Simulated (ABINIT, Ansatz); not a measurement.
# A GW chain in ABINIT: Cl (Cmce)

Wanted: ground state, empty states, screening and self-energy for Cl (Cmce).

Program: ABINIT 10.8.3. Level of theory: PBE and many-body steps on it, plane waves. Results are calculated unless marked as measured.

Most raw output is cut from this account.

## 1. The structure

The structure is orthorhombic, space group Cmce (No. 64). The conventional cell has a = 6.290 Å, b = 4.500 Å, c = 8.210 Å, α = 90.00°, β = 90.00°, γ = 90.00°. Cl has 1 Cl at 2.02 Å nearest.

The cell and positions come from the Crystallography Open Database and are kept as given unless a step says otherwise.

## 2. Ground state

This step: ABINIT 10.8.3; DFT, PBE, plane waves, norm-conserving pseudopotentials.

The ground-state density comes first.

run.abi reads:

```
acell 3*1.0 Angstrom
rprim 
  3.145000000000 -2.250000000000 0.000000000000
  3.145000000000 2.250000000000 0.000000000000
  0.000000000000 0.000000000000 8.210000000000
ntypat 1
znucl 17
natom 4
typat 1 1 1 1
xred 
  0.870000000000 0.130000000000 0.100000000000
  0.630000000000 0.370000000000 0.600000000000
  0.130000000000 0.870000000000 0.900000000000
  0.370000000000 0.630000000000 0.400000000000
pp_dirpath "pseudos"
pseudos "Cl.upf"
ecut 25
ngkpt 6 6 4
nshiftk 1
shiftk 0 0 0
kptopt 1
chksymbreak 0
nband 20
occopt 1
tolvrs 1e-10
nstep 60
prtwf 0
indata_prefix "in"
outdata_prefix "out"
tmpdata_prefix "tmp"
```

Launch:

```
> OMP_NUM_THREADS=1 mpirun -n 4 abinit run.abi > log
```

Run time: 51 s. Hardware: 4 MPI ranks of Arm Neoverse N1, shared host; peak memory 0.36 GiB; 3.4 min of CPU time.

Numbers from this step:

- total energy: -1784.7847 eV
- gap: 2.469 eV
- k of the valence top: 0.5, 0.5, 0
- k of the conduction bottom: 0, 0, 0
- least direct gap: 2.525 eV
- pressure: 0.4830 GPa

The gap is indirect, with the least direct gap 0.06 eV higher.

The cutoff was set for levels, not for stress, so the pressure can be off by some GPa.

## 3. Bands along the symmetry lines

Levels along a band path, at the cheap level, show where the edges lie and whether the meshes to come will hold them.

run.abi reads:

```
acell 3*1.0 Angstrom
rprim 
  3.145000000000 -2.250000000000 0.000000000000
  3.145000000000 2.250000000000 0.000000000000
  0.000000000000 0.000000000000 8.210000000000
ntypat 1
znucl 17
natom 4
typat 1 1 1 1
xred 
  0.870000000000 0.130000000000 0.100000000000
  0.630000000000 0.370000000000 0.600000000000
  0.130000000000 0.870000000000 0.900000000000
  0.370000000000 0.630000000000 0.400000000000
pp_dirpath "pseudos"
pseudos "Cl.upf"
ecut 25
iscf -2
irdden 1
kptopt 0
nkpt 92
kpt 
  0.00000000 0.00000000 0.00000000
  0.06250000 0.06250000 0.00000000
  0.12500000 0.12500000 0.00000000
  0.18750000 0.18750000 0.00000000
  0.25000000 0.25000000 0.00000000
  0.31250000 0.31250000 0.00000000
  0.37500000 0.37500000 0.00000000
  0.43750000 0.43750000 0.00000000
  0.50000000 0.50000000 0.00000000
  0.48474461 0.51525539 0.00000000
  0.46948923 0.53051077 0.00000000
  0.45423384 0.54576616 0.00000000
  0.43897845 0.56102155 0.00000000
  0.42372307 0.57627693 0.00000000
  0.40846768 0.59153232 0.00000000
  0.39321230 0.60678770 0.00000000
  0.37795691 0.62204309 0.00000000
  -0.37795691 0.37795691 0.00000000
  -0.33071230 0.33071230 0.00000000
  -0.28346768 0.28346768 0.00000000
  -0.23622307 0.23622307 0.00000000
  -0.18897845 0.18897845 0.00000000
  -0.14173384 0.14173384 0.00000000
  -0.09448923 0.09448923 0.00000000
  -0.04724461 0.04724461 0.00000000
  0.00000000 0.00000000 0.00000000
  0.00000000 0.00000000 0.06250000
  0.00000000 0.00000000 0.12500000
  0.00000000 0.00000000 0.18750000
  0.00000000 0.00000000 0.25000000
  0.00000000 0.00000000 0.31250000
  0.00000000 0.00000000 0.37500000
  0.00000000 0.00000000 0.43750000
  0.00000000 0.00000000 0.50000000
  -0.04724461 0.04724461 0.50000000
  -0.09448923 0.09448923 0.50000000
  -0.14173384 0.14173384 0.50000000
  -0.18897845 0.18897845 0.50000000
  -0.23622307 0.23622307 0.50000000
  -0.28346768 0.28346768 0.50000000
  -0.33071230 0.33071230 0.50000000
  -0.37795691 0.37795691 0.50000000
  0.37795691 0.62204309 0.50000000
  0.39321230 0.60678770 0.50000000
  0.40846768 0.59153232 0.50000000
  0.42372307 0.57627693 0.50000000
  0.43897845 0.56102155 0.50000000
  0.45423384 0.54576616 0.50000000
  0.46948923 0.53051077 0.50000000
  0.48474461 0.51525539 0.50000000
  0.50000000 0.50000000 0.50000000
  0.50000000 0.50000000 0.43750000
  0.50000000 0.50000000 0.37500000
  0.50000000 0.50000000 0.31250000
  0.50000000 0.50000000 0.25000000
  0.50000000 0.50000000 0.18750000
  0.50000000 0.50000000 0.12500000
  0.50000000 0.50000000 0.06250000
  0.50000000 0.50000000 0.00000000
  0.00000000 0.00000000 0.00000000
  0.00000000 0.06250000 0.00000000
  0.00000000 0.12500000 0.00000000
  0.00000000 0.18750000 0.00000000
  0.00000000 0.25000000 0.00000000
  0.00000000 0.31250000 0.00000000
  0.00000000 0.37500000 0.00000000
  0.00000000 0.43750000 0.00000000
  0.00000000 0.50000000 0.00000000
  0.00000000 0.50000000 0.06250000
  0.00000000 0.50000000 0.12500000
  0.00000000 0.50000000 0.18750000
  0.00000000 0.50000000 0.25000000
  0.00000000 0.50000000 0.31250000
  0.00000000 0.50000000 0.37500000
  0.00000000 0.50000000 0.43750000
  0.00000000 0.50000000 0.50000000
  0.00000000 0.43750000 0.50000000
  0.00000000 0.37500000 0.50000000
  0.00000000 0.31250000 0.50000000
  0.00000000 0.25000000 0.50000000
  0.00000000 0.18750000 0.50000000
  0.00000000 0.12500000 0.50000000
  0.00000000 0.06250000 0.50000000
  0.00000000 0.00000000 0.50000000
  0.06250000 0.06250000 0.50000000
  0.12500000 0.12500000 0.50000000
  0.18750000 0.18750000 0.50000000
  0.25000000 0.25000000 0.50000000
  0.31250000 0.31250000 0.50000000
  0.37500000 0.37500000 0.50000000
  0.43750000 0.43750000 0.50000000
  0.50000000 0.50000000 0.50000000
istwfk *1
nband 21
nbdbuf 2
tolwfr 1e-08
nstep 40
prtwf 0
prtvol 0
indata_prefix "in"
outdata_prefix "out"
tmpdata_prefix "tmp"
```

It took 56 s on 4 MPI ranks; peak memory 0.39 GiB; 3.7 min of CPU time.

This step gave:

- gap: 2.457 eV
- k of the valence top: 0.5, 0.5, 0
- k of the conduction bottom: -0.0945, 0.0945, 0
- least direct gap: 2.515 eV

The gap is 2.457 eV, −0.012 eV from the run before at this level.

Electronic bands along the path, in eV, zero at the top of the highest filled band:

| point | band 11 | band 12 | band 13 | band 14 | band 15 | band 16 | band 17 | band 18 |
| --- | --- | --- | --- | --- | --- | --- | --- | --- |
| Γ | -0.70 | -0.40 | -0.15 | -0.06 | 2.47 | 3.03 | 6.92 | 7.52 |
| halfway | -0.71 | -0.45 | -0.37 | -0.07 | 2.55 | 2.88 | 8.41 | 8.55 |
| Y | -0.96 | -0.89 | -0.36 | 0.00 | 2.55 | 2.74 | 8.58 | 8.67 |
| halfway | -0.93 | -0.81 | -0.31 | 0.00 | 2.55 | 2.75 | 8.37 | 8.91 |
| F0 | -0.84 | -0.66 | -0.21 | -0.01 | 2.60 | 2.78 | 8.52 | 9.16 |
| jump to Δ0 | -0.84 | -0.66 | -0.21 | -0.01 | 2.60 | 2.78 | 8.52 | 9.16 |
| halfway | -0.40 | -0.30 | -0.24 | -0.05 | 2.64 | 2.98 | 8.22 | 8.70 |
| Γ | -0.70 | -0.40 | -0.15 | -0.06 | 2.47 | 3.03 | 6.92 | 7.52 |
| halfway | -0.70 | -0.49 | -0.13 | -0.07 | 2.51 | 2.91 | 7.11 | 7.57 |
| Z | -0.64 | -0.64 | -0.10 | -0.10 | 2.67 | 2.67 | 7.46 | 7.46 |
| halfway | -0.22 | -0.22 | -0.14 | -0.14 | 2.77 | 2.77 | 8.31 | 8.31 |
| B0 | -0.41 | -0.41 | -0.40 | -0.40 | 2.68 | 2.68 | 9.21 | 9.21 |
| jump to G0 | -0.41 | -0.41 | -0.40 | -0.40 | 2.68 | 2.68 | 9.21 | 9.21 |
| halfway | -0.61 | -0.61 | -0.44 | -0.44 | 2.61 | 2.61 | 8.99 | 8.99 |
| T | -0.70 | -0.70 | -0.46 | -0.46 | 2.58 | 2.58 | 8.93 | 8.93 |
| halfway | -0.85 | -0.80 | -0.47 | -0.13 | 2.54 | 2.68 | 8.67 | 8.79 |
| Y | -0.96 | -0.89 | -0.36 | 0.00 | 2.55 | 2.74 | 8.58 | 8.67 |
| jump to Γ | -0.70 | -0.40 | -0.15 | -0.06 | 2.47 | 3.03 | 6.92 | 7.52 |
| halfway | -0.42 | -0.30 | -0.25 | -0.15 | 2.54 | 2.97 | 7.90 | 8.17 |
| S | -0.51 | -0.51 | -0.15 | -0.15 | 2.85 | 2.85 | 8.30 | 8.30 |
| halfway | -0.46 | -0.46 | -0.09 | -0.09 | 2.80 | 2.80 | 8.40 | 8.40 |
| R | -0.43 | -0.43 | 0.00 | 0.00 | 2.75 | 2.75 | 8.52 | 8.52 |
| halfway | -0.39 | -0.39 | -0.16 | -0.16 | 2.75 | 2.75 | 8.05 | 8.05 |
| Z | -0.64 | -0.64 | -0.10 | -0.10 | 2.67 | 2.67 | 7.46 | 7.46 |
| halfway | -0.71 | -0.71 | -0.18 | -0.18 | 2.66 | 2.66 | 8.76 | 8.76 |
| T | -0.70 | -0.70 | -0.46 | -0.46 | 2.58 | 2.58 | 8.93 | 8.93 |

## 4. Empty states on the mesh, 4×4×2 mesh, 768 bands

The sums over transitions need many empty states on a uniform mesh; this step solves for them.

run.abi reads:

```
acell 3*1.0 Angstrom
rprim 
  3.145000000000 -2.250000000000 0.000000000000
  3.145000000000 2.250000000000 0.000000000000
  0.000000000000 0.000000000000 8.210000000000
ntypat 1
znucl 17
natom 4
typat 1 1 1 1
xred 
  0.870000000000 0.130000000000 0.100000000000
  0.630000000000 0.370000000000 0.600000000000
  0.130000000000 0.870000000000 0.900000000000
  0.370000000000 0.630000000000 0.400000000000
pp_dirpath "pseudos"
pseudos "Cl.upf"
ecut 25
ngkpt 4 4 2
nshiftk 1
shiftk 0 0 0
kptopt 1
chksymbreak 0
irdden 1
istwfk *1
nband 768
prtvol 0
optdriver 6
gwr_task "HDIAGO"
paral_kgb 0
occopt 1
indata_prefix "in"
outdata_prefix "out"
tmpdata_prefix "tmp"
```

Elapsed: 7.5 min, on 4 MPI ranks; peak memory 5.1 GiB.

This step gave:

```
gap                                                           : 2.469 eV
k of the valence top                                          : 0.5, 0.5, 0
k of the conduction bottom                                    : 0, 0, 0
least direct gap                                              : 2.525 eV
k points computed                                             : 14
lowest point of the top converged band, above the valence top : 193.1638 eV
```

On this mesh the gap is 2.469 eV.

## 5. Screening, 4×4×2 mesh, 318 bands, screening to 176.9 eV

The RPA dielectric matrix is built and inverted for each q.

This step: RPA screening on PBE, plane waves, norm-conserving pseudopotentials.

Edit run.abi of step 4 so:

```diff
@@ -22,10 +22,11 @@
 chksymbreak 0
-irdden 1
 istwfk *1
-nband 768
-prtvol 0
-optdriver 6
-gwr_task "HDIAGO"
-paral_kgb 0
 occopt 1
+irdwfk 1
+optdriver 3
+nband 318
+ecuteps 6.5
+inclvkb 2
+awtr 1
+symchi 1
 indata_prefix "in"
```

The job ended after 16 min (4 MPI ranks; peak memory 4.9 GiB; 65 min of CPU time).

Numbers from this step:

```yaml
eps_infinity_with_local_fields_on_this_mesh_along_the_program_s_q_direction: 2.811
the_same_without_local_fields: 3.462
plasma_frequency: 18.23 eV
plane_waves_in_the_screening_matrix: 611
```

Local fields lower ε∞ by 19 %. On a Γ-centred mesh this coarse the value itself is usually too large, while a short band sum pulls it down.

## 6. Self-energy, 4×4×2 mesh, 318 bands, screening to 176.9 eV

The self-energy is evaluated for the states that the input lists, and the levels follow from it, in one-shot runs by the linearised quasiparticle equation.

This step: G0W0 on PBE, plane waves, norm-conserving pseudopotentials.

Edit run.abi of step 5 so:

```diff
@@ -25,8 +25,17 @@
 irdwfk 1
-optdriver 3
+optdriver 4
 nband 318
+gwcalctyp 0
+ecutsigx 25
+symsigma 1
+nkptgw 2
+kptgw 
+  0.5000000000 0.5000000000 0.0000000000
+  0.0000000000 0.0000000000 0.0000000000
+bdgw 
+  13 16
+  13 16
 ecuteps 6.5
-inclvkb 2
-awtr 1
-symchi 1
+irdscr 1
+ppmodel 1
 indata_prefix "in"
```

Wall time 4.6 min (4 MPI ranks); peak memory 5.5 GiB.

This step gave:

* G0W0 gap on the points computed: 5.621 eV
* starting gap on the mesh: 2.469 eV
* k of the valence top: 0.5, 0.5, 0
* k of the conduction bottom: 0, 0, 0
* Z at the valence top: 0.789
* Z at the conduction bottom: 0.791
* least direct G0W0 gap on the computed points: 5.672 eV

The gap on the mesh goes from 2.47 eV to 5.62 eV, a correction of +3.15 eV.

Limits: finite bands, cutoff and mesh; coarse k mesh. v1 is the top filled band, c1 the lowest empty one. The levels before and after the correction (eV, zero at the valence-band top of each column):

|  | conduction bottom | valence top |
| --- | --- | --- |
| Kohn-Sham | 2.47 | 0.00 |
| G0W0 | 5.62 | 0.00 |

|  | level | energy (eV) |
| --- | --- | --- |
| Kohn-Sham | (0.5 0.5 0) v2 | -0.362 |
| Kohn-Sham | (0.5 0.5 0) v1 | 0.000 |
| Kohn-Sham | (0.5 0.5 0) c1 | 2.546 |
| Kohn-Sham | (0.5 0.5 0) c2 | 2.736 |
| Kohn-Sham | Γ v2 | -0.146 |
| Kohn-Sham | Γ v1 | -0.056 |
| Kohn-Sham | Γ c1 | 2.469 |
| Kohn-Sham | Γ c2 | 3.031 |
| G0W0 | (0.5 0.5 0) v2 | -0.301 |
| G0W0 | (0.5 0.5 0) v1 | 0.000 |
| G0W0 | (0.5 0.5 0) c1 | 5.755 |
| G0W0 | (0.5 0.5 0) c2 | 5.982 |
| G0W0 | Γ v2 | -0.167 |
| G0W0 | Γ v1 | -0.051 |
| G0W0 | Γ c1 | 5.621 |
| G0W0 | Γ c2 | 6.332 |

## 7. Where the time went

Times are wall times on 4 MPI ranks of Arm Neoverse N1, shared host, good to a factor of about two.

| step | time | share | memory (GiB) |
| --- | --- | --- | --- |
| ground state | 51 s | 3 % | 0.36 |
| bands along the symmetry lines | 56 s | 3 % | 0.39 |
| empty states on the mesh | 7.5 min | 25 % | 5.1 |
| screening | 16 min | 54 % | 4.9 |
| self-energy | 4.6 min | 15 % | 5.5 |

## 8. Outcome

```json
{
 "PBE gap": "2.46 eV, indirect",
 "G0W0 gap on the mesh": "5.62 eV",
 "GW settings": "4×4×2 mesh, 318 bands, screening to 176.9 eV, Godby-Needs plasmon pole",
 "known limits": "not at the basis limit; coarse k mesh"
}
```

G0W0 moves the gap on the mesh from 2.47 eV to 5.62 eV (+3.15 eV), with Z of 0.79 and 0.79 at the edges. Local fields lower the RPA ε∞ on this mesh from 3.46 to 2.81; a Γ-centred mesh this coarse tends to raise both, most where the direct gap is narrow, while a short band sum lowers them. Only 2 of the mesh's irreducible points were corrected, so a valley elsewhere could overtake. The dearest step here is «screening». Bands and cutoff are finite, so the gap is not at the basis limit. The miss can reach some tenths of an eV and take either sign; the mesh is an error of its own. In the G0W0 run levels were corrected at 2 k points alone, so a gap called «on the mesh» is the least over those, and an edge elsewhere would be missed. The 4×4×2 mesh is coarse for this cell, which bears on the long-range parts of exchange and screening.

[Paths, hosts, dates, memory and timing lines, banners, echoed tables and standing remarks are left out of the program output.]

[Logs are printed without paths, hosts, clocks, repeated set-up lines and the standing remarks that a program may print on its own settings, such as how far it seeks lower states.]

[Runs of the session that timed out or met a known fault of the program may be left out.]

[Hosts, paths, dates, database ids (printed as entryN), source tags and the programs' standing remarks are cut or masked in the printed files.]

[G0W0 gaps are taken among the corrected bands and points alone; a level outside them can change the order at an edge.]

[Where Ansatz stands beside ABINIT at settings called matched, ABINIT's density can come from a denser mesh and the files from another edition; pairs whose starting gaps differed by over 0.03 eV were left out, so agreement reads better than it is.]
